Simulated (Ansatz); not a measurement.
# Ac (Fm-3m, 1 atom in the cell): from the cell to its phonons

Aim: the vibrations of Ac (Fm-3m, 1 atom in the cell), their spectra, and whether the structure is stable.

Program: Ansatz 0.2.0. Level of theory: DFT PBEsol, scalar-relativistic, plane waves, norm-conserving pseudopotentials (PseudoDojo family; Ansatz's own files past Rn). Results are calculated unless marked as measured.

This is a report of a sequence of runs, with most program output left out.

## (1) Set-up

The structure is cubic, space group Fm-3m (No. 225). The conventional cell has a = 5.311 Å, b = 5.311 Å, c = 5.311 Å, α = 90.00°, β = 90.00°, γ = 90.00°. Nearest to Ac lie 12 Ac at 3.76 Å.

## (2) Relaxation

The volume is held at the value of the starting cell, and symmetry leaves nothing else free, so this is a single point.

input.yaml

```yaml
crystal:
  lattice:
    - [0.0, 2.6555, 2.6555]
    - [2.6555, 0.0, 2.6555]
    - [2.6555, 2.6555, 0.0]
  atoms:
    - { symbol: Ac, position: [0.0, 0.0, 0.0] }
kpoints:
  mp_grid: { grid: [14, 14, 14] }
hamiltonian:
  xc: pbesol
  pseudopotentials: { kind: nc, accuracy: standard }
scf:
  occupations: { method: gaussian, width: 0.1 }
output:
  forces: true
  stress: true
  eigenvalues: true
```

On the command line:

```console
> ansatz run input.yaml --threads 16 --pin off --max-ram 61440MiB --backend cuda --events-out ev --progress --plain --runs-dir out
```

Elapsed: 3.8 s, on 1 × NVIDIA GB200 with 16 threads of Arm Neoverse V2, shared host; peak memory 0.98 GiB; 3.2 s of CPU time.

This step gave:

```
pressure          : 3.787 GPa
volume per atom   : 37.45 Å³
gap on the k-mesh : 0 eV
```

The run ends at a pressure of 3.79 GPa.

## (3) Tight relaxation

Symmetry and the fixed volume leave nothing to relax, so a single point is run, using the mesh and the filling of the phonon run that follows.

input.yaml, the sections that differ from step 2:

```yaml
kpoints:
  mp_grid: { grid: [16, 16, 16] }
scf:
  occupations: { method: methfessel_paxton, width: 0.2 }
# crystal, hamiltonian, output: as in step 2
```

The job ended after 1.7 s (1 × NVIDIA GB200 with 16 threads; peak memory 0.97 GiB; 3.5 s of CPU time).

Numbers from this step:

| Quantity | Value |
| --- | --- |
| pressure | 3.795 GPa |

The forces vanish by symmetry. The volume is held at 37.45 Å³/atom, so a pressure of 3.79 GPa remains at this level.

## (4) Response at finite wavevector

Stability and thermal properties need the whole zone. Linear response on a 4×4×4 q mesh gives force constants as far as a supercell of that size would.

input.yaml, the sections that differ from step 3:

```yaml
output:
  eigenvalues: true
phonons:
  method: dfpt
  qmesh: [4, 4, 4]
  temperatures: { t_max: 400, t_step: 50 }
  qpath:
    path:
      - [[0.0, 0.0, 0.0], [0.5, 0.0, 0.5], [0.5, 0.25, 0.75], [0.375, 0.375, 0.75], [0.0, 0.0, 0.0], [0.5, 0.5, 0.5], [0.625, 0.25, 0.625], [0.5, 0.25, 0.75], [0.5, 0.5, 0.5], [0.375, 0.375, 0.75]]
      - [[0.625, 0.25, 0.625], [0.5, 0.0, 0.5]]
    npoints: 10
# crystal, kpoints, hamiltonian, scf: as in step 3
```

Run time: 21 s. Hardware: 1 × NVIDIA GB200 with 16 threads; peak memory 4.4 GiB; 69 s of CPU time.

This step gave:

| Property | Result |
| --- | --- |
| sum-rule residual before enforcement | 6.98e-4 eV/Å² |
| lowest frequency on the path | 0 cm⁻¹ |
| highest frequency on the path or at a solved wavevector | 97.7 cm⁻¹ |
| mean frequency | 55.3 cm⁻¹ |
| Debye temperature (second moment) | 106 K |
| logarithmic mean frequency | 53.1 cm⁻¹ |
| lowest mode on the q mesh (acoustic modes at Γ apart) | 23.16 cm⁻¹ |
| zero-point energy per atom | 10.29 meV |
| heat capacity at 300 K | 24.78 J/(mol atoms K) |
| vibrational entropy at 300 K | 59.12 J/(mol atoms K) |

Frequencies (cm⁻¹) solved at each irreducible wavevector; negative means imaginary. Frequencies by wavevector, by row:

```csv
q in reciprocal lattice units,star,mode 1,mode 2,mode 3
0 0 0,1,0,0,0
0 0 0.25,8,32.1,32.1,65.5
0 0 -0.5,4,23.2,23.2,82.5
0 0.25 0.25,6,50.4,50.4,56
0 0.25 -0.5,24,45.6,58.5,71.3
0 0.25 -0.25,12,42.1,62.5,68.2
0 -0.5 -0.5,3,61.8,61.8,97.7
0.25 -0.5 -0.25,6,60.9,61.9,61.9
```

Interpolated from a 4×4×4 q mesh. Phonon branches along the path, in cm⁻¹:

```csv
point,branch 1,branch 2,branch 3
Γ,0,0,0
halfway,50,50,56
X,62,62,98
halfway,58,61,84
W,61,62,62
halfway,53,62,71
K,49,63,76
halfway,36,59,62
Γ,0,0,0
halfway,32,32,66
L,23,23,82
halfway,37,48,75
U,49,63,76
halfway,53,62,71
W,61,62,62
halfway,43,50,72
L,23,23,82
halfway,37,48,75
K,49,63,76
jump to U,49,63,76
halfway,58,62,90
X,62,62,98
```

Tetrahedra on a 20×20×20 mesh, mean over bins of 1 cm-1. Interpolated from a 4×4×4 q mesh. Table of phonon density of states by wavenumber; read off at these points:

wavenumber (cm⁻¹), phonon density of states (1/cm⁻¹/cell) and a bar:
```
      5.0      0.000 
     10.0      0.001 
     15.0      0.002 
     20.0      0.003 #
     25.0      0.009 ##
     30.0      0.021 #####
     35.0      0.038 #########
     40.0      0.049 ############
     45.0      0.060 ###############
     50.0      0.063 ################
     55.0      0.072 ##################
     60.0      0.105 ##########################
     61.5      0.121 ##############################
     65.0      0.030 ########
     70.0      0.072 ##################
     71.5      0.075 ###################
     75.0      0.041 ##########
     80.0      0.022 #####
     85.0      0.006 #
     90.0      0.004 #
     95.0      0.002
```

Second derivatives of the energy by pair, one row for each kind of neighbour of each atom listed. Each entry sums the pair over the periodic images of the supercell that the q mesh stands for, and in a polar crystal it holds the long-range dipole part too. Force constants by pair, by row:

| atom | neighbour | distance (Å) | third of the trace (eV/Å²) | along the pair's line (eV/Å²) |
| --- | --- | --- | --- | --- |
| Ac1 | itself | 0 | 2.738 | – |
| Ac1 | Ac | 3.755 | -0.1758 | -0.6104 |
| Ac1 | Ac | 5.311 | 0.0781 | 0.1877 |
| Ac1 | Ac | 6.505 | -0.0473 | 0.0118 |

Harmonic thermodynamic functions per atom, from the density of states. Interpolated from a 4×4×4 q mesh. Thermodynamic functions, by row:

```csv
T (K),F_vib (meV/atom),S (J/mol-atom/K),C_V (J/mol-atom/K)
0,10.29,0,0
50,6.91,16.96,20.12
100,-6.22,32.33,23.59
200,-49.36,49.11,24.59
300,-105.8,59.12,24.78
400,-170.9,66.26,24.85
```

Harmonic mean-square displacement, third of the trace. Interpolated from a 4×4×4 q mesh. Mean square displacements, by row:

```csv
T (K),Ac1 U_eq (Å²)
0,0.00147
100,0.00485
300,0.01407
600,0.02805
```

Symmetry leaves 8 wavevectors to solve. The lowest mode among them, the acoustic zeros apart, lies at q = (0, 0, -0.5) and is real, 23.2 cm⁻¹.

## (5) Results

```
space group (within 0.01 Å)                             : Fm-3m
volume per atom                                         : 37.5 Å³
electronic character                                    : no gap on this mesh
lowest mode on the q mesh (acoustic modes at Γ apart)   : 23.2 cm⁻¹
highest frequency on the path or at a solved wavevector : 97.7 cm⁻¹
zero-point energy per atom                              : 10.3 meV
heat capacity at 300 K                                  : 24.8 J/(mol atoms K)
vibrational entropy at 300 K                            : 59.1 J/(mol atoms K)
Debye temperature (second moment)                       : 106 K
imaginary modes on the 4×4×4 q mesh                     : none
```

In words: The structure is a minimum as far as tested: no mode is imaginary at the 8 irreducible wavevectors of the 4×4×4 mesh, and the softest away from the acoustic zeros lies at 23 cm⁻¹. The volume was held at that of the database entry and not relaxed, so the modes belong to a cell under 3.79 GPa at this level. With no gap, or one that is small against the smearing, the frequencies hang on the k mesh and the smearing, most of all near Kohn anomalies. Spin-orbit coupling is left out, which can matter for the heavy elements here. These are harmonic frequencies at zero temperature: anharmonic shifts, linewidths and thermal expansion are left out.

[Logs are printed without paths, hosts, clocks, repeated set-up lines and the standing remarks that a program may print on its own settings, such as how far it seeks lower states.]

[Hosts, paths, dates, database ids (printed as entryN), source tags and the programs' standing remarks are cut or masked in the printed files.]
